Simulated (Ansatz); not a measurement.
Planning a run of Ansatz 0.2.0 on GaN (F-43m). The input:

```yaml
crystal:
  lattice:
    - [0.0, 2.2535006075, 2.2535006075]
    - [2.2535006075, 0.0, 2.2535006075]
    - [2.2535006075, 2.2535006075, 0.0]
  atoms:
    - { symbol: Ga, position: [0.0, 0.0, 0.0] }
    - { symbol: "N", position: [0.75, 0.75, 0.75] }
kpoints:
  mp_grid: { grid: [8, 8, 8] }
hamiltonian:
  xc:
    exchange: pbe
    correlation: pbe
    exx: { coeff: 0.9, omega: 0.2078 }
  pseudopotentials: { kind: paw, azcp: { folder: soft_1 } }
scf:
  occupations: { method: fixed }
gw:
  n_empty_bands: 95
  ecut_chi: 150.0
  qp_bands: [v2, c2]
  qp_kpoints: band_edges
  screening: { model: contour_deformation }
```

```sh
ansatz run input.yaml --threads 4 --pin off --max-ram 138240MiB --backend cuda --events-out ev --progress --plain --runs-dir out --devices 1 --max-vram 26GiB
```

Question: Estimate wall time and host memory on 1 × NVIDIA H100 80GB HBM3 (shared by 3 runs) with 4 threads of AMD EPYC 7R13 (Zen 3), shared host.

It took 28 s; on shared hardware allow 14 s to 56 s. Peak host memory was 1.4 GiB. The sizes that set the cost: 459 plane waves a state, 29 irreducible k points, 104 bands summed, 113 plane waves in the screening and 21 SCF cycles.

The screening grows as filled bands × empty bands × pairs of k points, times the square of the screening basis for the matrix.

[Paths, hosts, dates, memory and timing lines, banners, echoed tables and standing remarks are left out of the program output.]

[Logs are printed without paths, hosts, clocks, repeated set-up lines and the standing remarks that a program may print on its own settings, such as how far it seeks lower states.]

[Runs of the session that timed out or met a known fault of the program may be left out.]

[Cells called generated may have been cut or substituted from an entry of the Crystallography Open Database or the Materials Project.]

[Hosts, paths, dates, database ids (printed as entryN), source tags and the programs' standing remarks are cut or masked in the printed files.]
